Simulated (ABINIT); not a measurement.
# MgS (F-43m): G0W0 in ABINIT against the k mesh, part 2 of 2

Aim: move the k mesh of a G0W0 run on MgS (F-43m) over a wide range.

ABINIT 10.8.3; LDA and many-body steps on it, plane waves. Known limits of the many-body steps: not at the basis limit; coarse k mesh.

So far. Step 4 (Empty states on the mesh, 6×6×6 mesh, 30 bands): On this mesh the gap is 3.165 eV. Step 5 (Screening, 2×2×2 mesh, 26 bands, screening to 106.1 eV): Local fields lower ε∞ by 13 %. On a Γ-centred mesh this coarse the value itself is usually too large, while a short band sum pulls it down.

### Step 8. 4×4×4

The self-energy is evaluated for the states that the input lists, and the levels follow from it, in one-shot runs by the linearised quasiparticle equation.

This step: G0W0 on LDA, plane waves, norm-conserving pseudopotentials.

run.abi reads:

```
acell 3*1.0 Angstrom
rprim 
  -0.000000000000 2.833120046800 2.833120046800
  2.833120046800 -0.000000000000 2.833120046800
  2.833120046800 2.833120046800 -0.000000000000
ntypat 2
znucl 12 16
natom 2
typat 1 2
xred 
  0.000000000000 0.000000000000 0.000000000000
  0.750000000000 0.750000000000 0.750000000000
pp_dirpath "pseudos"
pseudos "Mg.upf, S.upf"
ecut 38
ngkpt 4 4 4
nshiftk 1
shiftk 0 0 0
kptopt 1
chksymbreak 0
istwfk *1
occopt 1
irdwfk 1
optdriver 4
nband 26
gwcalctyp 0
ecutsigx 38
symsigma 1
nkptgw 1
kptgw 
  0.0000000000 0.0000000000 0.0000000000
bdgw 
  6 12
ecuteps 3.9
irdscr 1
ppmodel 1
indata_prefix "in"
outdata_prefix "out"
tmpdata_prefix "tmp"
```

Run with:

```console
OMP_NUM_THREADS=1 mpirun -n 4 abinit run.abi > log
```

Numbers of over 12 decimals in the logs are rounded to 6 here.

Log:

```text
.Version 10.8.3 of ABINIT. v10.8.2 released Aug 2026.

 Symmetries : space group F-4 3 m (#216); Bravais cF (face-center cubic)
[... echo of the input left out ...]
== DATASET  1 ==================================================================
-   mpi_nproc: 4, omp_nthreads: 1 (-1 if OMP is not activated)

--- !DatasetInfo
iteration_state: {dtset: 1, }
dimensions: {natom: 2, nkpt: 8, mband: 26, nsppol: 1, nspinor: 1, nspden: 1, mpw: 3479, }
cutoff_energies: {ecut:  38.0, pawecutdg:  -1.0, }
electrons: {nelect:   1.60000000E+01, charge:   0.00000000E+00, occopt:   1.00000000E+00, tsmear:   1.00000000E-02, }

 SIGMA: Calculation of the GW corrections

 Based on a program developped by R.W. Godby, V. Olevano, G. Onida, and L. Reining.
 Incorporated in ABINIT by V. Olevano, G.-M. Rignanese, and M. Torrent.
.Using double precision arithmetic ; gwpc =  8

[... cell and pseudopotentials left out ...]
--------------------------------------------------------------------------------

 ==== K-mesh for the wavefunctions ====
 Number of points in the irreducible wedge :     8
[... list of points left out ...]
 Together with 24 symmetry operations and time-reversal symmetry
 yields    64 points in the full Brillouin Zone.

 ==== Q-mesh for screening function ====
 Number of points in the irreducible wedge :     8
[... list of points left out ...]
 Together with 24 symmetry operations and time-reversal symmetry
 yields    64 points in the full Brillouin Zone.

 vcoul_init : cutoff-mode = AUXILIARY_FUNCTION
 q-points for optical limit:   1
     1)      0.000010    0.000020    0.000030
 setmesh: FFT mesh size selected  =    45x   45x   45
          total number of points  =        91125

 Number of electrons calculated from density =   16.0000; Expected =   16.0000
[...]
number of q-points in BZ                           64
 number of frequencies for dSigma/dE                 9
 frequency step for dSigma/dE [eV]                0.25
 number of omega for Sigma on real axis              0
 max omega for Sigma on real axis  [eV]           0.00
 zcut for avoiding poles [eV]                     0.10

 EPSILON^-1 parameters (SCR file):
 dimension of the eps^-1 matrix on file            113
 dimension of the eps^-1 matrix used               113
 number of plane-waves for wavefunctions          3479
 number of bands                                    26
 number of q-points in IBZ                           8
 number of frequencies                               2
 number of real frequencies                          1
 number of imag frequencies                          1

 matrix elements of self-energy operator (all in [eV])

 Perturbative Calculation

--- !SelfEnergy_ee
iteration_state: {dtset: 1, }
kpoint     : [   0.000,    0.000,    0.000, ]
spin       : 1
KS_gap     :    3.165
QP_gap     :    4.892
Delta_QP_KS:    1.726
data: !SigmaeeData |
     Band     E0 <VxcDFT>   SigX SigC(E0)      Z dSigC/dE  Sig(E)    E-E0       E
        6   1.305 -12.870 -16.221   2.528   0.782  -0.278 -13.514  -0.644   0.661
        7   1.305 -12.870 -16.221   2.528   0.782  -0.278 -13.514  -0.644   0.661
        8   1.305 -12.870 -16.221   2.528   0.782  -0.278 -13.514  -0.644   0.661
        9   4.470  -9.360  -5.069  -2.970   0.820  -0.220  -8.277   1.082   5.553
       10   9.041 -10.175  -4.841  -3.249   0.815  -0.227  -8.477   1.698  10.739
       11   9.041 -10.175  -4.841  -3.249   0.815  -0.227  -8.477   1.698  10.739
       12   9.041 -10.175  -4.841  -3.249   0.815  -0.227  -8.477   1.698  10.739

== END DATASET(S) ==============================================================
================================================================================

 -outvars: echo values of variables after computation  --------
           etotal      0.0000000000E+00
            nband          26
             nkpt           8
          spgroup         216
 [... the other variables as echoed above ...]

 Calculation completed.
```

The job ended after 2.1 s (4 MPI ranks of Arm Neoverse V2, shared host; peak memory 0.16 GiB).

This step gave:

| Item | Value |
| --- | --- |
| G0W0 gap on the points computed | 4.892 eV |
| starting gap on the mesh | 3.165 eV |
| k of the valence top | 0, 0, 0 |
| k of the conduction bottom | 0, 0, 0 |
| Z at the valence top | 0.782 |
| Z at the conduction bottom | 0.82 |
| least direct G0W0 gap on the computed points | 4.892 eV |

The gap on the mesh goes from 3.17 eV to 4.89 eV, a correction of +1.73 eV.

### Step 9. Screening, 6×6×6 mesh, 26 bands, screening to 106.1 eV

This step: RPA screening on LDA, plane waves, norm-conserving pseudopotentials.

Changes to run.abi since step 8:

```diff
@@ -15,3 +15,3 @@
 ecut 38
-ngkpt 4 4 4
+ngkpt 6 6 6
 nshiftk 1
@@ -23,15 +23,8 @@
 irdwfk 1
-optdriver 4
+optdriver 3
 nband 26
-gwcalctyp 0
-ecutsigx 38
-symsigma 1
-nkptgw 1
-kptgw 
-  0.0000000000 0.0000000000 0.0000000000
-bdgw 
-  6 12
 ecuteps 3.9
-irdscr 1
-ppmodel 1
+inclvkb 2
+awtr 1
+symchi 1
 indata_prefix "in"
```

Log:

```text
.Version 10.8.3 of ABINIT. v10.8.2 released Aug 2026.

 Symmetries : space group F-4 3 m (#216); Bravais cF (face-center cubic)
[... echo of the input left out ...]
== DATASET  1 ==================================================================
-   mpi_nproc: 4, omp_nthreads: 1 (-1 if OMP is not activated)

--- !DatasetInfo
iteration_state: {dtset: 1, }
dimensions: {natom: 2, nkpt: 16, mband: 26, nsppol: 1, nspinor: 1, nspden: 1, mpw: 3479, }
cutoff_energies: {ecut:  38.0, pawecutdg:  -1.0, }
[...]
--------------------------------------------------------------------------------
[... chi0 elements left out ...]
 For q-point:  0.000010 0.000020 0.000030
  dielectric constant =   3.9784
  dielectric constant without local fields =   4.7359

  Average fulfillment of the sum rule on Im[epsilon] for q-point    1 :     27.17  [%]
[... wings left out ...]
  q-point number  2        q = ( 0.166667, 0.000000, 0.000000) [r.l.u.]
--------------------------------------------------------------------------------
[... chi0 elements left out ...]
  Average fulfillment of the sum rule on Im[epsilon] for q-point    2 :     46.37  [%]

 [... 14 further q-points ...]
```

Run time: 15 s. Hardware: 4 MPI ranks; peak memory 0.66 GiB.

Numbers from this step:

```yaml
eps_infinity_with_local_fields_on_this_mesh_along_the_program_s_q_direction: 3.978
the_same_without_local_fields: 4.736
plasma_frequency: 22.02 eV
plane_waves_in_the_screening_matrix: 113
```

### Step 10. 6×6×6

This step: G0W0 on LDA, plane waves, norm-conserving pseudopotentials.

Changes to run.abi since step 9:

```diff
@@ -23,8 +23,15 @@
 irdwfk 1
-optdriver 3
+optdriver 4
 nband 26
+gwcalctyp 0
+ecutsigx 38
+symsigma 1
+nkptgw 1
+kptgw 
+  0.0000000000 0.0000000000 0.0000000000
+bdgw 
+  6 12
 ecuteps 3.9
-inclvkb 2
-awtr 1
-symchi 1
+irdscr 1
+ppmodel 1
 indata_prefix "in"
```

Log:

```text
.Version 10.8.3 of ABINIT. v10.8.2 released Aug 2026.

 Symmetries : space group F-4 3 m (#216); Bravais cF (face-center cubic)
[... echo of the input left out ...]
== DATASET  1 ==================================================================
-   mpi_nproc: 4, omp_nthreads: 1 (-1 if OMP is not activated)

--- !DatasetInfo
iteration_state: {dtset: 1, }
dimensions: {natom: 2, nkpt: 16, mband: 26, nsppol: 1, nspinor: 1, nspden: 1, mpw: 3479, }
cutoff_energies: {ecut:  38.0, pawecutdg:  -1.0, }
[...]
10   9.041 -10.178  -4.871  -3.236   0.815  -0.228  -8.491   1.687  10.728
       11   9.041 -10.178  -4.871  -3.236   0.815  -0.228  -8.491   1.687  10.728
       12   9.041 -10.178  -4.871  -3.236   0.815  -0.228  -8.491   1.687  10.728

== END DATASET(S) ==============================================================
================================================================================

 -outvars: echo values of variables after computation  --------
           etotal      0.0000000000E+00
            nband          26
             nkpt          16
          spgroup         216
 [... the other variables as echoed above ...]

 Calculation completed.
```

Run time: 2.6 s. Hardware: 4 MPI ranks; peak memory 0.25 GiB; 10 s of CPU time.

Numbers from this step:

| Property | Result |
| --- | --- |
| G0W0 gap on the points computed | 4.902 eV |
| starting gap on the mesh | 3.165 eV |
| k of the valence top | 0, 0, 0 |
| k of the conduction bottom | 0, 0, 0 |
| least direct G0W0 gap on the computed points | 4.902 eV |

Against the run before, the gap moves by +0.010 eV.

### Step 11. Side by side

Times are wall times on 4 MPI ranks of Arm Neoverse V2, shared host, good to a factor of about two. A run's time includes the screening step that it read.

```csv
run,mesh,bands,screening cutoff (eV),DFT gap (eV),gap on the mesh (eV),direct (eV),ε∞ used,time
2×2×2,2×2×2,26,106.1,3.165,4.750,4.750,8.23,3.7 s
4×4×4,4×4×4,26,106.1,3.165,4.892,4.892,4.38,5.7 s
6×6×6,6×6×6,26,106.1,3.165,4.902,4.902,3.98,18 s
```

### Step 12. Results

| Property | Result |
| --- | --- |
| 2×2×2 | 4.750 eV |
| 4×4×4 | 4.892 eV |
| 6×6×6 | 4.902 eV |
| known limits | not at the basis limit; coarse k mesh |

In words: The setting moved: k mesh. From 2×2×2 to 6×6×6 the gap moves by +0.15 eV, for 4.8 times the time. The last step still moves it by +0.010 eV. Bands and screening cutoff are coupled, so a series along one setting does not show full convergence. Bands and cutoff are finite, so the gap is not at the basis limit. The miss can reach some tenths of an eV and take either sign; the mesh is an error of its own. In the G0W0 runs levels were corrected at 1 k point alone, so a gap called «on the mesh» is the least over those, and an edge elsewhere would be missed. The 2×2×2 mesh is coarse for this cell, which bears on the long-range parts of exchange and screening.

[Paths, hosts, dates, memory and timing lines, banners, echoed tables and standing remarks are left out of the program output.]

[Logs are printed without paths, hosts, clocks, repeated set-up lines and the standing remarks that a program may print on its own settings, such as how far it seeks lower states.]

[Runs of the session that timed out or met a known fault of the program may be left out.]

[Hosts, paths, dates, database ids (printed as entryN), source tags and the programs' standing remarks are cut or masked in the printed files.]

[G0W0 gaps are taken among the corrected bands and points alone; a level outside them can change the order at an edge.]

[Where Ansatz stands beside ABINIT at settings called matched, ABINIT's density can come from a denser mesh and the files from another edition; pairs whose starting gaps differed by over 0.03 eV were left out, so agreement reads better than it is.]
